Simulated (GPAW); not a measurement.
# A Na chain with one Se atom in line: relaxation, then transmission at several levels, part 2 of 3

How well does a Na chain with one Se atom in line conduct once its atoms have relaxed, and how much do cheaper levels lose?

GPAW 26.7.0; GPAW LCAO, PAW setups; relaxation of the junction within the symmetry of its start, lead ends held (the session's first sound run).

So far, transmission at the Fermi level (one spin): step 3 (GPAW, dzp) 0.109. Also open channels of the lead at the Fermi level (one spin): step 3 1.

**4. Single-zeta polarised basis**

Level of this step: GPAW LCAO, PAW setups; Landauer transmission from Green's functions with principal layers (ASE), zero bias (GPAW).

The second zeta is dropped, the polarisation orbitals stay.

The input, run.py:

```python
import json
import numpy as np
from ase import Atoms
from ase.transport.calculators import TransportCalculator
from gpaw import GPAW, FermiDirac
from gpaw.lcao.tools import get_lcao_hamiltonian
from scipy.linalg import eigh

# The junction with lead layers at both ends, along the third cell vector
device = Atoms(
    ['Na', 'Na', 'Na', 'Na', 'Na', 'Na', 'Na', 'Se', 'Na', 'Na', 'Na', 'Na', 'Na', 'Na', 'Na'],
    positions=[
        [4.50000, 4.50000, 1.65000],
        [4.50000, 4.50000, 4.95000],
        [4.50000, 4.50000, 8.25000],
        [4.50000, 4.50000, 11.55000],
        [4.50000, 4.50000, 14.85000],
        [4.50000, 4.50000, 18.15000],
        [4.50000, 4.50000, 21.52712],
        [4.50000, 4.50000, 24.10420],
        [4.50000, 4.50000, 26.68128],
        [4.50000, 4.50000, 30.05840],
        [4.50000, 4.50000, 33.35840],
        [4.50000, 4.50000, 36.65840],
        [4.50000, 4.50000, 39.95840],
        [4.50000, 4.50000, 43.25840],
        [4.50000, 4.50000, 46.55840]],
    cell=[[9.0, 0.0, 0.0], [0.0, 9.0, 0.0], [0.0, 0.0, 48.2084]],
    pbc=True)

# One principal layer of the lead: the first 4 atoms of the device
lead = Atoms(
    ['Na', 'Na', 'Na', 'Na'],
    positions=[
        [4.50000, 4.50000, 1.65000],
        [4.50000, 4.50000, 4.95000],
        [4.50000, 4.50000, 8.25000],
        [4.50000, 4.50000, 11.55000]],
    cell=[[9.0, 0.0, 0.0], [0.0, 9.0, 0.0], [0.0, 0.0, 13.2]],
    pbc=True)

settings = dict(mode='lcao', basis='szp(dzp)', xc='PBE', h=0.2,
                occupations=FermiDirac(0.1), maxiter=250,
                mixer=dict(beta=0.1, nmaxold=8, weight=100.0),
                convergence=dict(density=0.0001))
energies = np.arange(-2, 2 + 1e-9, 0.025)
eta = 0.0001
n1, n2 = 1, 1
# k and -k transmit alike, so half of the mesh across the current serves
mesh = [(i, j) for i in range(n1) for j in range(n2) if (i, j) <= (-i % n1, -j % n2)]
weights = np.array([1 if (i, j) == (-i % n1, -j % n2) else 2 for i, j in mesh]) / (n1 * n2)


def ground_state(atoms, size, txt):
    atoms.calc = GPAW(kpts={'size': size, 'gamma': True}, symmetry={'tolerance': 1e-3}, txt=txt, **settings)
    atoms.get_potential_energy()
    return atoms.calc.get_fermi_level()


def blocks(atoms, fermi, points, nz, cells):
    """H - E_F S and S between cell 0 and the cells above it, at each point across the current."""
    kz = np.arange(nz) / nz
    calc = atoms.calc.fixed_density(kpts=[(*k, z) for k in points for z in kz], symmetry='off', txt=None)
    H, S = get_lcao_hamiltonian(calc)
    H = (H - fermi * S).reshape(len(H), len(points), nz, *S.shape[1:])
    S = S.reshape(H.shape[1:])
    phases = [np.exp(-2j * np.pi * kz * R) / nz for R in cells]
    return [(np.einsum('skzij,z->ksij', H, p), np.einsum('kzij,z->kij', S, p)) for p in phases]


def pair(a, b):
    return np.block([[a, b], [b.T.conj(), a]])


def count_channels(h, s, cells, nk=240):
    """Half the number of times that the lead's bands cross each energy, unfolded to its shortest repeat."""
    b = len(h) // cells
    bands = []
    for k in (np.arange(nk + 1) + 0.5) / nk:
        hk, sk = h[:b, :b].copy(), s[:b, :b].copy()
        for R in range(1, cells):
            phase, block = np.exp(2j * np.pi * k * R), slice(R * b, (R + 1) * b)
            hk += h[:b, block] * phase + (h[:b, block] * phase).T.conj()
            sk += s[:b, block] * phase + (s[:b, block] * phase).T.conj()
        w, u = eigh(sk)
        x = u[:, w > 1e-5] / w[w > 1e-5]**0.5  # drop near-dependent combinations
        bands.append(np.r_[eigh(x.T.conj() @ hk @ x, eigvals_only=True), [1e9] * (w <= 1e-5).sum()])
    below = np.array(bands)[:, :, None] < energies
    return (below[1:] != below[:-1]).sum((0, 1)) / 2


fermi_lead = ground_state(lead, (1, 1, 9), 'lead.txt')
fermi_device = ground_state(device, (1, 1, 2), 'device.txt')
T, channels, eigen, tail, misfit, shifts = [], [], [], 0.0, 0.0, []
for first in range(0, len(mesh), 493):
    points = [(i / n1, j / n2) for i, j in mesh[first:first + 493]]
    (H0k, S0k), (H1k, S1k), (H2k, _) = blocks(lead, fermi_lead, points, 5, range(3))
    [(Hk, Sk)] = blocks(device, fermi_device, points, 2, [0])
    tail = max(tail, abs(H2k).max())
    for H0, S0, H1, S1, H, S in zip(H0k, S0k, H1k, S1k, Hk, Sk):
        n = len(S0)
        # Shift the lead onto the potential of the device's first layer
        shift = ((H[:, 0, 0] - H0[:, 0, 0]) / S0[0, 0]).real.mean()
        shifts.append(shift)
        misfit = max(misfit, abs(H[:, :n, :n] - H0 - shift * S0).max())
        Tk, Ck, Ek = [], [], []
        for s in range(len(H)):
            t = s % len(H0)  # a lead without moments serves both spins
            h1, s1 = pair(H0[t] + shift * S0, H1[t] + shift * S1), pair(S0, S1)
            leads = dict(h1=h1, s1=s1, energies=energies, eta=eta, eta1=eta, eta2=eta)
            calc = TransportCalculator(h=H[s], s=S, eigenchannels=3, **leads)
            Tk.append(calc.get_transmission())
            Ek.append(np.sort(calc.eigenchannels_ne, axis=0)[::-1])
            Ck.append(count_channels(h1, s1, 8))
        T.append(Tk)
        channels.append(Ck)
        eigen.append(Ek)
T, channels = np.array(T), np.array(channels)
mean, open_channels = np.einsum('kse,k->se', T, weights), np.einsum('kse,k->se', channels, weights)

print(f'basis functions: device {len(S)}, principal layer {n}')
print(f'Fermi level: lead {fermi_lead:.4f} eV, device {fermi_device:.4f} eV; lead shifted by {np.mean(shifts):.4f} eV')
print(f'largest coupling past the next layer {tail:.2e} eV, largest misfit of the first layer {misfit:.3f} eV')
print('  E-E_F (eV)   ' + 'T (one spin)  channels')
for e, t, c in zip(energies, mean.T, open_channels.T):
    print(f'{e:10.3f}  ', *[f'{x:11.4e}' for x in t], *[f'{x:9.4f}' for x in c])

kT = 8.617333e-5 * 300
fine = np.linspace(energies[0], energies[-1], 4001)
both = np.exp(np.interp(fine, energies, np.log(np.maximum(mean.sum(0) * 2 / len(mean), 1e-30))))
fermi = lambda mu: 1 / (1 + np.exp(np.clip((fine - mu) / kT, -200, 200)))
slope = fermi(0) * (1 - fermi(0)) / kT
G = np.trapezoid(both * slope, fine) / 2
seebeck = -np.trapezoid(both * slope * fine, fine) / (2 * G * 300) * 1e6
print(f'conductance at 300 K: {G:.5g} G0 a cell; thermopower {seebeck:.4g} uV/K')
bias = [0.1, 0.2, 0.5, 1.0, 1.5, 2.0]
current = [38.74 * np.trapezoid(both * (fermi(V / 2) - fermi(-V / 2)), fine) for V in bias]
for V, I in zip(bias, current):
    print(f'current from the zero-bias T(E) at {V} V: {I:.5g} uA')
zero = abs(energies).argmin()
json.dump(dict(energies=energies.tolist(), T=mean.tolist(), channels=open_channels.tolist(), G=G, seebeck=seebeck,
               bias=bias, current=current, tail=tail, misfit=misfit, shift=np.mean(shifts), n_device=len(S), n_lead=n,
               fermi=[fermi_lead, fermi_device], energy=device.get_potential_energy(),
               moments=device.get_magnetic_moments().tolist(), mesh=mesh, weights=weights.tolist(),
               T_k=T[:, :, zero].tolist(), eigen=np.array(eigen[0]).tolist()), open('result.json', 'w'))
```

The run is started by

```bash
$ OMP_NUM_THREADS=1 OPENBLAS_NUM_THREADS=1 python run.py
```

Output:

```text
basis functions: device 149, principal layer 40
Fermi level: lead -2.5061 eV, device -2.6280 eV; lead shifted by -0.0002 eV
largest coupling past the next layer 4.06e-12 eV, largest misfit of the first layer 0.043 eV
  E-E_F (eV)   T (one spin)  channels
    -2.000    1.7352e-10    0.0000
    -1.975    1.7327e-10    0.0000
    -1.950    1.7303e-10    0.0000
    -1.925    1.7279e-10    0.0000
    -1.900    1.7256e-10    0.0000
    -1.875    1.7233e-10    0.0000
    -1.850    1.7210e-10    0.0000
    -1.825    1.7189e-10    0.0000
    -1.800    1.7168e-10    0.0000
    -1.775    1.7148e-10    0.0000
    -1.750    1.7130e-10    0.0000
    -1.725    1.7113e-10    0.0000
    -1.700    1.7097e-10    0.0000
    -1.675    1.7084e-10    0.0000
    -1.650    1.7074e-10    0.0000
    -1.625    1.7067e-10    0.0000
[...]
1.825    1.0048e-01    3.0000
     1.850    9.7904e-02    3.0000
     1.875    9.5088e-02    3.0000
     1.900    9.2001e-02    3.0000
     1.925    8.8610e-02    3.0000
     1.950    8.4875e-02    3.0000
     1.975    8.0750e-02    3.0000
     2.000    7.6183e-02    3.0000
conductance at 300 K: 0.11138 G0 a cell; thermopower 2.674 uV/K
current from the zero-bias T(E) at 0.1 V: 0.86082 uA
current from the zero-bias T(E) at 0.2 V: 1.7091 uA
current from the zero-bias T(E) at 0.5 V: 4.075 uA
current from the zero-bias T(E) at 1.0 V: 7.2519 uA
current from the zero-bias T(E) at 1.5 V: 9.6905 uA
current from the zero-bias T(E) at 2.0 V: 11.749 uA
```

The job ended after 84 s (1 thread of Arm Neoverse V1, shared host; peak memory 1.6 GiB).

This step gave:

```yaml
conductance: 0.1114 G₀
thermopower: 2.674 μV/K
largest_coupling_past_the_next_principal_layer: 4.06e-12 eV
largest_misfit_of_the_first_principal_layer: 0.04255 eV
shift_that_aligns_the_lead: -1.69e-4 eV
basis_functions_of_the_junction: 149
basis_functions_of_a_principal_layer: 40
transmission_at_the_fermi_level_one_spin: 0.1121
```

One spin. Transmission, zone mean against energy, zero at the Fermi level:

```
energy (eV)  transmission, zone mean
     -2.000                  1.7e-10
     -1.900                  1.7e-10
     -1.800                  1.7e-10
     -1.700                  1.7e-10
     -1.600                  1.7e-10
     -1.500                  1.7e-10
     -1.400                  1.8e-10
     -1.300                  7.3e-11
     -1.200                  1.6e-10
     -1.100                  1.6e-10
     -1.000                  1.7e-10
     -0.900                  1.8e-10
     -0.800                  0.00331
     -0.700                   0.0174
     -0.600                   0.0338
     -0.500                   0.0506
     -0.400                   0.0672
     -0.300                   0.0851
     -0.200                    0.103
     -0.100                    0.113
     -0.050                    0.114
      0.000                    0.112
      0.100                    0.105
      0.200                   0.0972
      0.300                   0.0923
      0.400                   0.0910
      0.500                   0.0922
      0.600                   0.0950
      0.700                   0.0984
      0.800                    0.102
      0.900                    0.105
      1.000                    0.108
      1.100                    0.111
      1.200                    0.114
      1.300                    0.117
      1.400                    0.118
      1.425                    0.118
      1.500                    0.117
      1.600                    0.115
      1.700                    0.110
      1.800                    0.103
      1.900                   0.0920
      2.000                   0.0762
```

Crossings of the lead's bands, unfolded to its shortest repeat. The open channels, zone mean by energy, zero at the Fermi level:

energy (eV), open channels, zone mean and a bar:
```
   -0.900       0.00 
   -0.800       1.00 ##########
   -0.700       1.00 ##########
   -0.600       1.00 ##########
   -0.500       1.00 ##########
   -0.400       1.00 ##########
   -0.300       1.00 ##########
   -0.200       1.00 ##########
   -0.100       1.00 ##########
    0.000       1.00 ##########
    0.100       1.00 ##########
    0.200       1.00 ##########
    0.300       1.00 ##########
    0.400       1.00 ##########
    0.500       1.00 ##########
    0.600       1.00 ##########
    0.700       1.00 ##########
    0.800       1.00 ##########
    0.900       1.00 ##########
    1.000       1.00 ##########
    1.100       1.00 ##########
    1.200       1.00 ##########
    1.300       1.00 ##########
    1.400       1.00 ##########
    1.500       1.00 ##########
    1.600       1.00 ##########
    1.700       1.00 ##########
    1.800       3.00 ##############################
    1.900       3.00 ##############################
    2.000       3.00 ##############################
```

Not self-consistent under bias; the bias window is split evenly. Current through one cell, from the zero-bias transmission against bias:

```
bias (V)  current through one cell, from the zero-bias transmission (μA)
   0.100                                                           0.861
   0.200                                                            1.71
   0.500                                                            4.08
   1.000                                                            7.25
   1.500                                                            9.69
   2.000                                                            11.7
```

The transmission of the three most open eigenchannels by energy, zero at the Fermi level:

```
energy (eV)  channel 1  channel 2  channel 3
     -0.900    1.8e-10          0          0
     -0.800    0.00331    7.4e-11          0
     -0.700     0.0174    1.2e-10          0
     -0.600     0.0338    1.2e-10          0
     -0.500     0.0506    1.3e-10          0
     -0.400     0.0672    1.3e-10          0
     -0.300     0.0851    1.3e-10          0
     -0.200      0.103    1.2e-10          0
     -0.100      0.113    1.2e-10          0
      0.000      0.112    1.2e-10          0
      0.100      0.105    1.2e-10          0
      0.200     0.0972    1.2e-10          0
      0.300     0.0923    1.1e-10          0
      0.400     0.0910    1.1e-10          0
      0.500     0.0922    1.1e-10          0
      0.600     0.0950    1.1e-10          0
      0.700     0.0984    1.0e-10          0
      0.800      0.102    1.0e-10          0
      0.900      0.105    9.9e-11          0
      1.000      0.108    9.6e-11          0
      1.100      0.111    9.2e-11          0
      1.200      0.114    8.8e-11          0
      1.300      0.117    8.4e-11          0
      1.400      0.118    8.0e-11          0
      1.500      0.117    7.6e-11          0
      1.600      0.115    7.1e-11          0
      1.700      0.110    6.7e-11          0
      1.800      0.103     5.0e-5     5.0e-5
      1.900     0.0909     5.5e-4     5.5e-4
      2.000     0.0727    0.00172    0.00172
```

The conductance, 0.111 G₀, lies 2.9 % above that of the dzp run.

**5. GPAW, sz: basis = "sz(dzp)"**

One function for each valence shell of the setup, as for a first survey of a large system.

Changes to run.py since step 4:

```diff
@@ -41,3 +41,3 @@
 
-settings = dict(mode='lcao', basis='szp(dzp)', xc='PBE', h=0.2,
+settings = dict(mode='lcao', basis='sz(dzp)', xc='PBE', h=0.2,
                 occupations=FermiDirac(0.1), maxiter=250,
```

Output:

```text
basis functions: device 102, principal layer 28
Fermi level: lead -2.4845 eV, device -2.6077 eV; lead shifted by -0.0003 eV
largest coupling past the next layer 4.26e-12 eV, largest misfit of the first layer 0.052 eV
  E-E_F (eV)   T (one spin)  channels
    -2.000    8.1232e-14    0.0000
    -1.975    8.0825e-14    0.0000
    -1.950    8.0420e-14    0.0000
[...]
1.975    7.9367e-02    3.0000
     2.000    7.5619e-02    3.0000
conductance at 300 K: 0.10393 G0 a cell; thermopower 2.745 uV/K
current from the zero-bias T(E) at 0.1 V: 0.80318 uA
current from the zero-bias T(E) at 0.2 V: 1.5943 uA
current from the zero-bias T(E) at 0.5 V: 3.797 uA
current from the zero-bias T(E) at 1.0 V: 6.7371 uA
current from the zero-bias T(E) at 1.5 V: 8.9609 uA
current from the zero-bias T(E) at 2.0 V: 10.815 uA
```

Elapsed: 71 s, on 1 thread; peak memory 1.5 GiB.

Numbers from this step:

* conductance: 0.1039 G₀
* thermopower: 2.745 μV/K
* largest coupling past the next principal layer: 4.26e-12 eV
* largest misfit of the first principal layer: 0.05209 eV
* shift that aligns the lead: -2.95e-4 eV
* basis functions of the junction: 102
* basis functions of a principal layer: 28
* transmission at the Fermi level (one spin): 0.1047

The conductance, 0.104 G₀, lies 3.9 % below that of the dzp run.

**6. RPBE in the dzp basis: xc = "RPBE"**

Back in the dzp basis, the functional changes from PBE to RPBE, to set the spread between functionals beside that between bases.

Changes to run.py since step 5:

```diff
@@ -41,3 +41,3 @@
 
-settings = dict(mode='lcao', basis='sz(dzp)', xc='PBE', h=0.2,
+settings = dict(mode='lcao', basis='dzp', xc='RPBE', h=0.2,
                 occupations=FermiDirac(0.1), maxiter=250,
```

Output:

```text
basis functions: device 251, principal layer 68
Fermi level: lead -2.4036 eV, device -2.5368 eV; lead shifted by 0.0004 eV
largest coupling past the next layer 2.11e-11 eV, largest misfit of the first layer 0.051 eV
  E-E_F (eV)   T (one spin)  [channel counts left out]
    -2.000    9.6694e-11
    -1.975    9.6447e-11
    -1.950    9.6197e-11
[...]
1.975    8.2291e-02
     2.000    7.4640e-02
conductance at 300 K: 0.1038 G0 a cell; thermopower 2.097 uV/K
current from the zero-bias T(E) at 0.1 V: 0.8023 uA
current from the zero-bias T(E) at 0.2 V: 1.593 uA
current from the zero-bias T(E) at 0.5 V: 3.8021 uA
current from the zero-bias T(E) at 1.0 V: 6.7974 uA
current from the zero-bias T(E) at 1.5 V: 9.0901 uA
current from the zero-bias T(E) at 2.0 V: 11.364 uA
```

The job ended after 1.9 min (1 thread; peak memory 1.6 GiB).

This step gave:

| Quantity | Value |
| --- | --- |
| conductance | 0.1038 G₀ |
| thermopower | 2.097 μV/K |
| largest coupling past the next principal layer | 2.11e-11 eV |
| largest misfit of the first principal layer | 0.05120 eV |
| shift that aligns the lead | 3.95e-4 eV |
| basis functions of the junction | 251 |
| basis functions of a principal layer | 68 |
| transmission at the Fermi level (one spin) | 0.1045 |

The conductance, 0.104 G₀, lies 4.1 % below that of the dzp run.

**7. Without the relaxation: geometry = "as built"**

The dzp basis with PBE on the structure as first built shows what the relaxation was worth.

Changes to run.py since step 6:

```diff
@@ -18,5 +18,5 @@
         [4.50000, 4.50000, 18.15000],
-        [4.50000, 4.50000, 21.52712],
+        [4.50000, 4.50000, 21.45000],
         [4.50000, 4.50000, 24.10420],
-        [4.50000, 4.50000, 26.68128],
+        [4.50000, 4.50000, 26.75840],
         [4.50000, 4.50000, 30.05840],
@@ -41,3 +41,3 @@
 
-settings = dict(mode='lcao', basis='dzp', xc='RPBE', h=0.2,
+settings = dict(mode='lcao', basis='dzp', xc='PBE', h=0.2,
                 occupations=FermiDirac(0.1), maxiter=250,
```

Output:

```text
basis functions: device 251, principal layer 68
Fermi level: lead -2.4844 eV, device -2.6175 eV; lead shifted by 0.0011 eV
largest coupling past the next layer 4.16e-12 eV, largest misfit of the first layer 0.052 eV
  E-E_F (eV)   T (one spin)  channels
    -2.000    8.1051e-11    0.0000
    -1.975    8.0881e-11    0.0000
    -1.950    8.0709e-11    0.0000
[...]
1.975    8.9525e-02    3.0000
     2.000    8.2821e-02    3.0000
conductance at 300 K: 0.11677 G0 a cell; thermopower 3.113 uV/K
current from the zero-bias T(E) at 0.1 V: 0.90257 uA
current from the zero-bias T(E) at 0.2 V: 1.7924 uA
current from the zero-bias T(E) at 0.5 V: 4.2816 uA
current from the zero-bias T(E) at 1.0 V: 7.6419 uA
current from the zero-bias T(E) at 1.5 V: 10.113 uA
current from the zero-bias T(E) at 2.0 V: 12.241 uA
```

The job ended after 1.8 min (1 thread; peak memory 1.6 GiB).

Numbers from this step:

```
conductance                                    : 0.1168 G₀
thermopower                                    : 3.113 μV/K
largest coupling past the next principal layer : 4.16e-12 eV
largest misfit of the first principal layer    : 0.05237 eV
shift that aligns the lead                     : 0.001132 eV
transmission at the Fermi level (one spin)     : 0.1175
```

The conductance, 0.117 G₀, lies 7.9 % above that of the dzp run.

**8. All levels side by side**

Times are for 1 thread of Arm Neoverse V1, shared host. The runs compared:

```
no.       run  conductance (G₀)     time  memory (GiB)
  1       dzp            0.1082  1.9 min           1.6
  2       szp            0.1114     84 s           1.6
  3        sz            0.1039     71 s           1.5
  4  dzp RPBE            0.1038  1.9 min           1.6
  5   asbuilt            0.1168  1.8 min           1.6
```

(Continued in part 3 of 3.)

[Logs are printed without paths, hosts, clocks, repeated set-up lines and the standing remarks that a program may print on its own settings, such as how far it seeks lower states.]

[Hosts, paths, dates, database ids (printed as entryN), source tags and the programs' standing remarks are cut or masked in the printed files.]
